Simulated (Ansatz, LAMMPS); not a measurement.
# Elastic response of glassy NaFeSi2O6 (120 atoms)

Aim: relax glassy NaFeSi2O6 (120 atoms), then change its volume to read the bulk modulus from the stress.

Method: Kohn-Sham DFT, PBE, PAW (set soft_2), plane waves, in Ansatz 0.2.0.

## (1) The structure

The cell holds 120 atoms: 12 Fe, 12 Na, 72 O and 24 Si. Its edges and angles: a = 11.856 Å, b = 11.856 Å, c = 11.856 Å, α = 90.0°, β = 90.0°, γ = 90.0°. 120 atoms (12 Fe, 12 Na, 72 O, 24 Si) placed at random at 2.76 g/cm³, melted at 4500 K for 20 ps at fixed volume with the Morse and Coulomb pair potential with partial charges (Pedone, Malavasi, Menziani, Cormack and Segre, J. Phys. Chem. B 110, 11780 (2006)). Quenched from 4500 K to 300 K at 10 K/ps and fixed volume, held 5 ps.

What the set-up can't give: The quench rate of 10 K/ps is many orders above laboratory rates, so the cell is likely richer in defects and strain than a real sample. The network of bonds at the start is that of the classical potential that made the cell, and needn't be the one that DFT or experiment would give. Without a Hubbard term or exact exchange, open shells on Fe are likely too delocalised. The Brillouin zone is sampled at Γ only.

## (2) Single point at the start

A single point comes first, to see the forces before anything moves.

Input file input.yaml:

```yaml
crystal:
  lattice:
    - [11.8563, 0.0, 0.0]
    - [0.0, 11.8563, 0.0]
    - [0.0, 0.0, 11.8563]
  atoms:
    - { symbol: Fe, position: [0.02797, 0.99326, 0.50523], spin: 5.0 }
    - { symbol: Fe, position: [0.81888, 0.053, 0.62552], spin: 5.0 }
    - { symbol: Fe, position: [0.14316, 0.41682, 0.51054], spin: -5.0 }
    - { symbol: Fe, position: [0.39919, 0.71041, 0.78019], spin: 5.0 }
    - { symbol: Fe, position: [0.86641, 0.51702, 0.84086], spin: 5.0 }
    - { symbol: Fe, position: [0.42574, 0.67401, 0.48207], spin: -5.0 }
    - { symbol: Fe, position: [0.18569, 0.1785, 0.56034], spin: -5.0 }
    - { symbol: Fe, position: [0.05605, 0.26552, 0.23933], spin: -5.0 }
    - { symbol: Fe, position: [0.94401, 0.72585, 0.02462], spin: -5.0 }
    - { symbol: Fe, position: [0.98919, 0.52923, 0.23948], spin: 5.0 }
    - { symbol: Fe, position: [0.15689, 0.62831, 0.4152], spin: 5.0 }
    - { symbol: Fe, position: [0.19536, 0.65652, 0.11388], spin: -5.0 }
    - { symbol: Na, position: [0.66888, 0.73313, 0.90838] }
    - { symbol: Na, position: [0.18865, 0.54855, 0.83159] }
    - { symbol: Na, position: [0.06469, 0.33521, 0.77787] }
    - { symbol: Na, position: [0.80322, 0.24059, 0.92652] }
    - { symbol: Na, position: [0.21982, 0.97602, 0.30709] }
    - { symbol: Na, position: [0.76041, 0.33856, 0.26063] }
    - { symbol: Na, position: [0.34044, 0.35878, 0.05799] }
    - { symbol: Na, position: [0.6365, 0.70379, 0.34936] }
    - { symbol: Na, position: [0.87516, 0.02316, 0.11838] }
    - { symbol: Na, position: [0.55534, 0.48188, 0.79385] }
    - { symbol: Na, position: [0.77523, 0.04827, 0.3474] }
    - { symbol: Na, position: [0.59675, 0.1654, 0.08633] }
    - { symbol: O, position: [0.83222, 0.38322, 0.76556] }
    - { symbol: O, position: [0.20515, 0.09865, 0.03363] }
    - { symbol: O, position: [0.45514, 0.61453, 0.33341] }
    - { symbol: O, position: [0.63236, 0.58545, 0.0645] }
    - { symbol: O, position: [0.76578, 0.41606, 0.01233] }
    - { symbol: O, position: [0.93712, 0.28433, 0.34712] }
    - { symbol: O, position: [0.56608, 0.78114, 0.72332] }
    - { symbol: O, position: [0.88284, 0.91769, 0.54921] }
    - { symbol: O, position: [0.09677, 0.92018, 0.81212] }
    - { symbol: O, position: [0.96964, 0.56885, 0.73644] }
    - { symbol: O, position: [0.89347, 0.12468, 0.48725] }
    - { symbol: O, position: [0.90648, 0.80532, 0.1781] }
    - { symbol: O, position: [0.66566, 0.98037, 0.61297] }
    - { symbol: O, position: [0.04585, 0.40272, 0.15267] }
    - { symbol: O, position: [0.67783, 0.9397, 0.81942] }
    - { symbol: O, position: [0.99219, 0.90388, 0.34745] }
    - { symbol: O, position: [0.25661, 0.30637, 0.44982] }
    - { symbol: O, position: [0.02366, 0.68405, 0.33109] }
    - { symbol: O, position: [0.48543, 0.19707, 0.69372] }
    - { symbol: O, position: [0.41476, 0.19499, 0.05503] }
    - { symbol: O, position: [0.10661, 0.5784, 0.55759] }
    - { symbol: O, position: [0.99244, 0.46241, 0.9373] }
    - { symbol: O, position: [0.41946, 0.21178, 0.33348] }
    - { symbol: O, position: [0.04323, 0.12356, 0.8892] }
    - { symbol: O, position: [0.12677, 0.30408, 0.99036] }
    - { symbol: O, position: [0.27927, 0.79672, 0.84999] }
    - { symbol: O, position: [0.52133, 0.81753, 0.44581] }
    - { symbol: O, position: [0.15072, 0.89487, 0.56223] }
    - { symbol: O, position: [0.21301, 0.26575, 0.25081] }
    - { symbol: O, position: [0.53865, 0.04411, 0.38494] }
    - { symbol: O, position: [0.34739, 0.94244, 0.47165] }
    - { symbol: O, position: [0.04352, 0.62578, 0.11963] }
    - { symbol: O, position: [0.47761, 0.9837, 0.72153] }
    - { symbol: O, position: [0.0921, 0.74646, 0.9497] }
    - { symbol: O, position: [0.76584, 0.05789, 0.97247] }
    - { symbol: O, position: [0.11658, 0.71773, 0.72991] }
    - { symbol: O, position: [0.2463, 0.59154, 0.26345] }
    - { symbol: O, position: [0.82887, 0.32326, 0.54407] }
    - { symbol: O, position: [0.28744, 0.78809, 0.13122] }
    - { symbol: O, position: [0.50108, 0.76758, 0.09882] }
    - { symbol: O, position: [0.82481, 0.53936, 0.18262] }
    - { symbol: O, position: [0.12983, 0.10169, 0.43869] }
    - { symbol: O, position: [0.25527, 0.75308, 0.43512] }
    - { symbol: O, position: [0.54396, 0.61738, 0.58879] }
    - { symbol: O, position: [0.78581, 0.18191, 0.69728] }
    - { symbol: O, position: [0.39296, 0.96702, 0.0621] }
    - { symbol: O, position: [0.4168, 0.57261, 0.12885] }
    - { symbol: O, position: [0.0754, 0.47028, 0.36481] }
    - { symbol: O, position: [0.36433, 0.41503, 0.27893] }
    - { symbol: O, position: [0.94698, 0.72111, 0.58816] }
    - { symbol: O, position: [0.83785, 0.76822, 0.39844] }
    - { symbol: O, position: [0.85523, 0.8605, 0.94166] }
    - { symbol: O, position: [0.04831, 0.08695, 0.66102] }
    - { symbol: O, position: [0.34499, 0.76766, 0.61773] }
    [... 36 atom lines left out ...]
    - { symbol: Si, position: [0.40171, 0.85743, 0.14249] }
    - { symbol: Si, position: [0.92891, 0.26191, 0.47638] }
    - { symbol: Si, position: [0.03084, 0.03405, 0.7821] }
    - { symbol: Si, position: [0.31542, 0.29404, 0.32827] }
    - { symbol: Si, position: [0.37795, 0.54268, 0.25524] }
    - { symbol: Si, position: [0.52782, 0.29452, 0.61053] }
magnetization:
  spin_polarized: true
kpoints:
  mp_grid: { grid: [1, 1, 1] }
hamiltonian:
  xc: pbe
scf:
  occupations: { method: fermi_dirac, width: 0.05 }
  lower_state_search: "off"
output:
  forces: true
```

On the command line:

```bash
> ansatz run input.yaml --threads 8 --pin off --max-ram 15872MiB --backend cpu --events-out ev --progress --plain --runs-dir out
```

Numbers of over 12 decimals in the logs are rounded to 6 here.

What it wrote:

```text
Engine: ansatz 0.2.0, x86_64-unknown-linux-gnu
Pseudopotentials: kind: paw
Pseudopotential: Fe, paw, valence charge 16, recommended cutoff 420 eV (normal), Fe.paw.azcp
Pseudopotential: Na, paw, valence charge 9, recommended cutoff 420 eV (normal), Na.paw.azcp
Pseudopotential: O, paw, valence charge 6, recommended cutoff 420 eV (normal), O.paw.azcp
Pseudopotential: Si, paw, valence charge 4, recommended cutoff 420 eV (normal), Si.paw.azcp
[... 5 lines on functional and potentials left out ...]
Crystal: 120 atoms, lattice volume = 1666.662 Å³
Basis set: ecut = 420 eV, 32531 PW (Γ), exchange–correlation on 160×160×160 points (8 copies of the dense FFT grid, shifted against one another)
Bands: 564, of which v1, the nominal top of the filled ones, is band 414 counted from 1 (413 counted from 0)
Symmetry: 1 space group operations
Space group: P1 (ITA 1), of the structure as read, at distance tolerance 1.2e-4 Å
Magnetic group: BNS 1.1 (UNI 1), of the structure as read, at distance tolerance 1.2e-4 Å
k-points: 1
[... 9 lines on functional and potentials left out ...]
Initial density: superposition of atomic densities (chi_scale 0.1, normalization cell, long waves 47 % of neutral atoms (reshape's long-wave potential 1.47 eV rms, cloud 2.32 Å wide))
Starting moments: Σ|m| = 60 μB on 12 of 120 sites
Starting magnetic order: compensated ferrimagnet; no operation exchanges its spin sublattices
Initial wavefunctions: pseudopotential atomic-orbital guess
Functional: x = pbe(κ = 0.804, μ = 0.219515), c = pbe(β = 0.066725)
SCF iter   1: F=—  HF=-127915.995554 eV  |F-HF|=—  |Δ(HF+E_count)|=         —  Δρ=2.07e-1 (↑2.07e-1 ↓2.02e-1)  dr2=2.84e3  dr2_m=2.64e2  M=1.249 μB ∫|m|=17.218 μB  β_m=0.30  ethr=3.10e-3  ⟨swp⟩=6.0  Hψ=4524  notcnv=0  defer=124
preconditioner: auto → Kerker (q_TF=auto, 2.428 Å⁻¹)  [metal: Δε(μ)=0.043 eV  Ē_g=14.537 eV  σ=0.050 eV  W_gap=0.21  n_scr=388 (ndim 8)  ℏωp=22.9 eV  f_vac=0.106  D(μ)=73.80/eV (n_scr^D=618)]
spin=Collinear: Kerker preconditioning applied to the charge; magnetization (m = ρ↑ − ρ↓) channel mixes plain (no charge-response kernel on spin).
SCF iter   2: F=—  HF=-127881.506319 eV  |F-HF|=—  |Δ(HF+E_count)|=    3.45e1  Δρ=9.62e-2 (↑9.62e-2 ↓8.68e-2)  dr2=4.40e2  dr2_m=9.09e0  M=-1.413 μB ∫|m|=54.754 μB  β_m=0.30  ethr=3.10e-3  ⟨swp⟩=8.5  Hψ=3789  notcnv=0  defer=230
preconditioner: auto → Resta (q_TF=auto, 2.428 Å⁻¹)  ε∞=3.4  [insulator: Δε(μ)=0.117 eV  Ē_g=14.885 eV  σ=0.050 eV  W_gap=0.52  n_scr=388 (ndim 8)  ℏωp=22.9 eV  f_vac=0.104  D(μ)=12.44/eV (n_scr^D=32)  ε∞_Penn≈3.4]
spin=Collinear: Resta preconditioning applied to the charge; magnetization (m = ρ↑ − ρ↓) channel mixes plain (no charge-response kernel on spin).
SCF iter   3: F=—  HF=-127814.899868 eV  |F-HF|=—  |Δ(HF+E_count)|=    6.66e1  Δρ=8.35e-2 (↑5.89e-2 ↓8.35e-2)  dr2=3.67e2  dr2_m=1.78e1  M=-5.776 μB ∫|m|=49.249 μB  β_m=0.30  ethr=3.10e-3  ⟨swp⟩=4.0  Hψ=2345  notcnv=0  defer=241
SCF iter   4: F=—  HF=-127838.665271 eV  |F-HF|=—  |Δ(HF+E_count)|=    2.38e1  Δρ=9.50e-2 (↑9.50e-2 ↓7.15e-2)  dr2=5.64e2  dr2_m=1.85e1  M=-6.748 μB ∫|m|=45.053 μB  β_m=0.30  ethr=3.10e-3  ⟨swp⟩=4.5  Hψ=2222  notcnv=0  defer=261
SCF iter   5: F=—  HF=-127814.906311 eV  |F-HF|=—  |Δ(HF+E_count)|=    2.38e1  Δρ=1.15e-1 (↑1.15e-1 ↓8.20e-2)  dr2=7.64e2  dr2_m=3.48e1  M=-6.309 μB ∫|m|=35.412 μB  β_m=0.30  ethr=3.10e-3  ⟨swp⟩=4.0  Hψ=2191  notcnv=0  defer=258
SCF iter   6: F=—  HF=-127793.654451 eV  |F-HF|=—  |Δ(HF+E_count)|=    2.13e1  Δρ=5.78e-2 (↑3.92e-2 ↓5.78e-2)  dr2=1.95e2  dr2_m=7.70e0  M=-5.005 μB ∫|m|=46.850 μB  β_m=0.30  ethr=3.10e-3  ⟨swp⟩=4.0  Hψ=3117  notcnv=0  defer=259
SCF iter   7: F=—  HF=-127810.236129 eV  |F-HF|=—  |Δ(HF+E_count)|=    1.66e1  Δρ=9.97e-2 (↑9.97e-2 ↓7.24e-2)  dr2=6.30e2  dr2_m=1.79e1  M=-6.355 μB ∫|m|=40.779 μB  β_m=0.30  ethr=3.10e-3  ⟨swp⟩=3.5  Hψ=2228  notcnv=0  defer=240
SCF iter   8: F=—  HF=-127798.319928 eV  |F-HF|=—  |Δ(HF+E_count)|=    1.19e1  Δρ=5.76e-2 (↑4.96e-2 ↓5.76e-2)  dr2=2.60e2  dr2_m=5.32e0  M=-6.005 μB ∫|m|=46.046 μB  β_m=0.30  ethr=3.10e-3  ⟨swp⟩=3.0  Hψ=2455  notcnv=0  defer=245
SCF iter   9: F=—  HF=-127788.841109 eV  |F-HF|=—  |Δ(HF+E_count)|=    9.48e0  Δρ=3.29e-2 (↑2.35e-2 ↓3.29e-2)  dr2=3.60e1  dr2_m=6.75e0  M=-2.210 μB ∫|m|=49.044 μB  β_m=0.30  ethr=3.10e-3  ⟨swp⟩=3.5  Hψ=1972  notcnv=0  defer=258
SCF iter  10: F=—  HF=-127789.819156 eV  |F-HF|=—  |Δ(HF+E_count)|=   9.78e-1  Δρ=4.13e-2 (↑2.63e-2 ↓4.13e-2)  dr2=7.35e1  dr2_m=7.54e0  M=-4.121 μB ∫|m|=49.803 μB  β_m=0.30  ethr=3.10e-3  ⟨swp⟩=3.0  Hψ=1360  notcnv=0  defer=243
[...]
spin-set hold released at iteration 15 (site moments' squared step at or under half its running peak, from the soft ceiling on): the magnetisation degrees of freedom join the quasi-Newton model from the next iteration; the mixer history was flushed
[...]
SCF iter  26: F=—  HF=-127791.171728 eV  |F-HF|=—  |Δ(HF+E_count)|=   1.35e-5  Δρ=9.63e-5 (↑9.63e-5 ↓4.83e-5)  dr2=2.55e-4  dr2_m=4.71e-5  M=-0.009 μB ∫|m|=55.317 μB  β_m=0.37  ethr=8.99e-8  ⟨swp⟩=2.0  Hψ=1142  notcnv=0  defer=246
SCF iter  27: F=—  HF=-127791.171708 eV  |F-HF|=—  |Δ(HF+E_count)|=   1.97e-5  Δρ=4.20e-5 (↑4.20e-5 ↓2.70e-5)  dr2=6.79e-5  dr2_m=6.59e-6  M=-0.009 μB ∫|m|=55.316 μB  β_m=0.32  ethr=3.09e-8  ⟨swp⟩=2.0  Hψ=1671  notcnv=0  defer=246
SCF iter  28: F=—  HF=-127791.172085 eV  |F-HF|=—  |Δ(HF+E_count)|=   3.77e-4  Δρ=1.44e-5 (↑1.44e-5 ↓1.36e-5)  dr2=1.04e-5  dr2_m=1.19e-6  M=-0.009 μB ∫|m|=55.315 μB  β_m=0.41  ethr=8.20e-9  ⟨swp⟩=2.0  Hψ=1950  notcnv=0  defer=244
SCF iter  29: F=—  HF=-127791.172087 eV  |F-HF|=—  |Δ(HF+E_count)|=   1.91e-6  Δρ=1.25e-5 (↑1.25e-5 ↓1.25e-5)  dr2=6.88e-6  dr2_m=1.02e-6  M=-0.009 μB ∫|m|=55.315 μB  β_m=0.44  ethr=1.25e-9  ⟨swp⟩=2.0  Hψ=1650  notcnv=0  defer=244
SCF iter  30: F=—  HF=-127791.172089 eV  |F-HF|=—  |Δ(HF+E_count)|=   1.40e-6  Δρ=1.30e-5 (↑1.30e-5 ↓6.23e-6)  dr2=6.02e-6  dr2_m=5.29e-7  M=-0.009 μB ∫|m|=55.315 μB  β_m=0.37  ethr=8.31e-10  ⟨swp⟩=2.0  Hψ=1704  notcnv=0  defer=244
SCF iter  31: F=—  HF=-127791.172089 eV  |F-HF|=—  |Δ(HF+E_count)|=   1.28e-7  Δρ=5.79e-6 (↑5.79e-6 ↓4.50e-6)  dr2=1.55e-6  dr2_m=1.27e-7  M=-0.009 μB ∫|m|=55.315 μB  β_m=0.31  ethr=7.27e-10  ⟨swp⟩=2.0  Hψ=1649  notcnv=0  defer=244
SCF iter  32: F=—  HF=-127791.172089 eV  |F-HF|=—  |Δ(HF+E_count)|=   2.57e-8  Δρ=2.08e-6 (↑2.01e-6 ↓2.08e-6)  dr2=2.21e-7  dr2_m=2.69e-8  M=-0.009 μB ∫|m|=55.315 μB  β_m=0.37  ethr=1.88e-10  ⟨swp⟩=2.0  Hψ=935  notcnv=0  defer=244
SCF iter  33: F=—  HF=-127791.172089 eV  |F-HF|=—  |Δ(HF+E_count)|=   5.08e-8  Δρ=2.17e-6 (↑2.17e-6 ↓1.14e-6)  dr2=1.96e-7  dr2_m=1.43e-8  M=-0.009 μB ∫|m|=55.315 μB  β_m=0.37  ethr=2.67e-11  ⟨swp⟩=2.0  Hψ=1651  notcnv=0  defer=244
SCF iter  34: F=—  HF=-127791.172089 eV  |F-HF|=—  |Δ(HF+E_count)|=   2.89e-8  Δρ=1.75e-6 (↑1.75e-6 ↓7.84e-7)  dr2=1.09e-7  dr2_m=8.79e-9  M=-0.009 μB ∫|m|=55.315 μB  β_m=0.33  ethr=2.37e-11  ⟨swp⟩=2.0  Hψ=1666  notcnv=0  defer=244
SCF iter  35: F=-127791.172089 eV  HF=-127791.172089 eV  |F-HF|=1.38e-9  |Δ(HF+E_count)|=   1.60e-8  Δρ=5.32e-7 (↑5.32e-7 ↓4.46e-7)  dr2=1.78e-8  dr2_m=1.22e-9  M=-0.009 μB ∫|m|=55.315 μB  ethr=1.21e-11  ⟨swp⟩=3.0  Hψ=2344  notcnv=0
SCF 1 converged in 35 iterations: F = -127791.172089 eV  dr2 = 1.78e-8
  greatest PAW one-centre occupation: 1.003 electrons in one spin orbital (limit 2), on the Fe atom at site 6 (counted from 0), in its partial waves of l = 1
SCF converged after 35 iterations
Magnetization: -0.0090 μB (413.9955 up, 414.0045 down)
Absolute magnetization: 55.3317 μB (∫|ρ↑−ρ↓|, with the PAW one-centre terms)
Spin contamination: 28.4374 ħ² per cell (⟨S²⟩ above its minimum at these occupations)
Per-site moments (μB) at R_I (Å): [(3.607716, 0.797054), (3.525195, 0.739469), (-3.593372, 0.803165), (3.664873, 0.787694), (3.632132, 0.761546), (-3.702027, [...]
Free energy (F): -127791.172089 eV
Harris-Foulkes:  -127791.172089 eV  (|F-HF|=1.38e-9)
Internal energy: -127791.155432 eV  (E = F + TS)
E sigma→0 (E₀):  -127791.163760 eV
Entropy (-TS):   -0.016657 eV (-0.139 meV/atom)
Fermi energy:    4.738632 eV
--- Per-component energies (eV) ---
  E_band       = -9847.594025
  E_kinetic    = 19361.463051
  E_local      = -111445.946445  (includes V_loc(G=0)·N_el)
  E_nonlocal   = 8151.014421
  E_hartree    = 45582.378336
  E_xc         = -8525.307241
  E_vxc        = -10329.379323  (∫ρ·V_xc dr)
  E_paw        = -43305.564539  (= ΣΔE_a)
  E_vpaw       = -6749.683214  (= ΣTr[D̂ρ^β])
  E_aug_tail   = 0.192529  (compensation charges beyond the density's cutoff)
  E_ewald      = -37609.385544
  E_smearing   = -0.016657  (= −TS)
  E_closure    = -0.000000  (closes the sum)
  Σ components = -127791.172089   (vs F -127791.172089, Δ=0.00e0)
--- Forces (eV/Å), atoms counted from 1 ---
  atom   1  Fe     1.18383662    -0.39755355    -1.22844138
  atom   2  Fe    -1.01030147    -1.69925449    -0.42792841
  atom   3  Fe    -0.21648274     0.54622724    -1.22144477
  atom   4  Fe    -0.74690943     0.63242023    -0.36222568
  atom   5  Fe    -0.01345079     0.31402854     0.38261991
  atom   6  Fe    -0.66937236     0.18404898     0.43464199
  atom   7  Fe    -0.62317341    -0.12740633    -1.02130177
  atom   8  Fe     0.89759569     0.70970792     0.31705025
  atom   9  Fe     0.19686953     1.49301861     0.14447133
  atom  10  Fe     0.19147223     1.30778682     0.26384738
  atom  11  Fe     0.61499824     0.54471506    -1.66987937
  atom  12  Fe     1.10110540     0.10923681     0.33511473
  atom  13  Na     0.46939669     0.20389632    -0.37366765
  atom  14  Na    -0.09457561     0.19774590     0.11648756
[...]
atom 119  Si    -2.46436466     2.41141832     0.19014022
  atom 120  Si    -0.19876353    -0.69200957     1.51436618
  max |Σ_I F_I| component: 3.90e-5 eV/Å
```

Run time: 94 s. Hardware: 8 threads of Intel Xeon at 2.70GHz, shared host; peak memory 4.6 GiB.

The r.m.s. force at the start is 1.3 eV/Å.

(Continued in part 2 of 4.)

[Logs are printed without paths, hosts, clocks, repeated set-up lines and the standing remarks that a program may print on its own settings, such as how far it seeks lower states.]

[Hosts, paths, dates, database ids (printed as entryN), source tags and the programs' standing remarks are cut or masked in the printed files.]
